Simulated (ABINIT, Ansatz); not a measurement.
# Calculated records

```
Quasiparticle gap of Sr3SbN (Pm-3m) in ABINIT
1.0
     5.19497    0.00000    0.00000
     0.00000    5.19497    0.00000
     0.00000    0.00000    5.19497
Sr Sb N
3 1 1
Direct
  0.00000 0.50000 0.50000
  0.50000 0.50000 0.00000
  0.50000 0.00000 0.50000
  0.00000 0.00000 0.00000
  0.50000 0.50000 0.50000
# method: RPA screening on LDA, plane waves, norm-conserving pseudopotentials (and 2 further levels or steps)
# program: ABINIT 10.8.3
# settings: cutoff 40 Ha, PseudoDojo scalar-relativistic 0.4.1 stringent, norm-conserving, ngkpt (2, 2, 2), nband 447, ecuteps 8 Ha, inclvkb 2, shiftk (0, 0, 0), symchi 1, awtr 1, frequency ppm, 2×2×2 k-mesh
# cost: 5 runs, 20 min in all on 4 MPI ranks of Arm Neoverse V1, shared host
# notes: The cell and positions are those that the Materials Project relaxed with its own functionals (PBE, PBE+U or r2SCAN), kept fixed. Limits: screening runs away on this mesh; no spin-orbit coupling. The 2×2×2 mesh is coarse for this cell, which bears on the long-range parts of exchange and screening. On this mesh the RPA ε∞ passes 90, more than nearly any semiconductor shows; a coarse mesh does this where one point with a narrow direct gap carries much weight. The screening is then too strong, and the G0W0 gap should not be taken as the material’s.
# LDA gap: 0.25 eV, direct
# G0W0 gap on the mesh: 0.59 eV
# GW settings: 2×2×2 mesh, 447 bands, screening to 217.7 eV, Godby-Needs plasmon pole
```

[Long decimals in the printed logs are rounded to 6 places.]

[Logs are printed without paths, hosts, clocks, repeated set-up lines and the standing remarks that a program may print on its own settings, such as how far it seeks lower states.]

[Paths, hosts, dates, memory and timing lines, banners, echoed tables and standing remarks are left out of the program output; an Ansatz launch command may be rebuilt from the run's recorded settings. Measured values are a selection of at most five: reports struck by readers or far from the other reports are left out. None is set beside runs whose start may be inverted or whose files or cutoffs have a known fault.]

[Runs of the session that timed out or met a known fault of the program may be left out.]

[Hosts, paths, dates, database ids (printed as entryN), source tags and the programs' standing remarks are cut or masked in the printed files.]

[G0W0 gaps are taken among the corrected bands and points alone; a level outside them can change the order at an edge.]

[Where Ansatz stands beside ABINIT at settings called matched, ABINIT's density can come from a denser mesh and the files from another edition; pairs whose starting gaps differed by over 0.03 eV were left out, so agreement reads better than it is.]
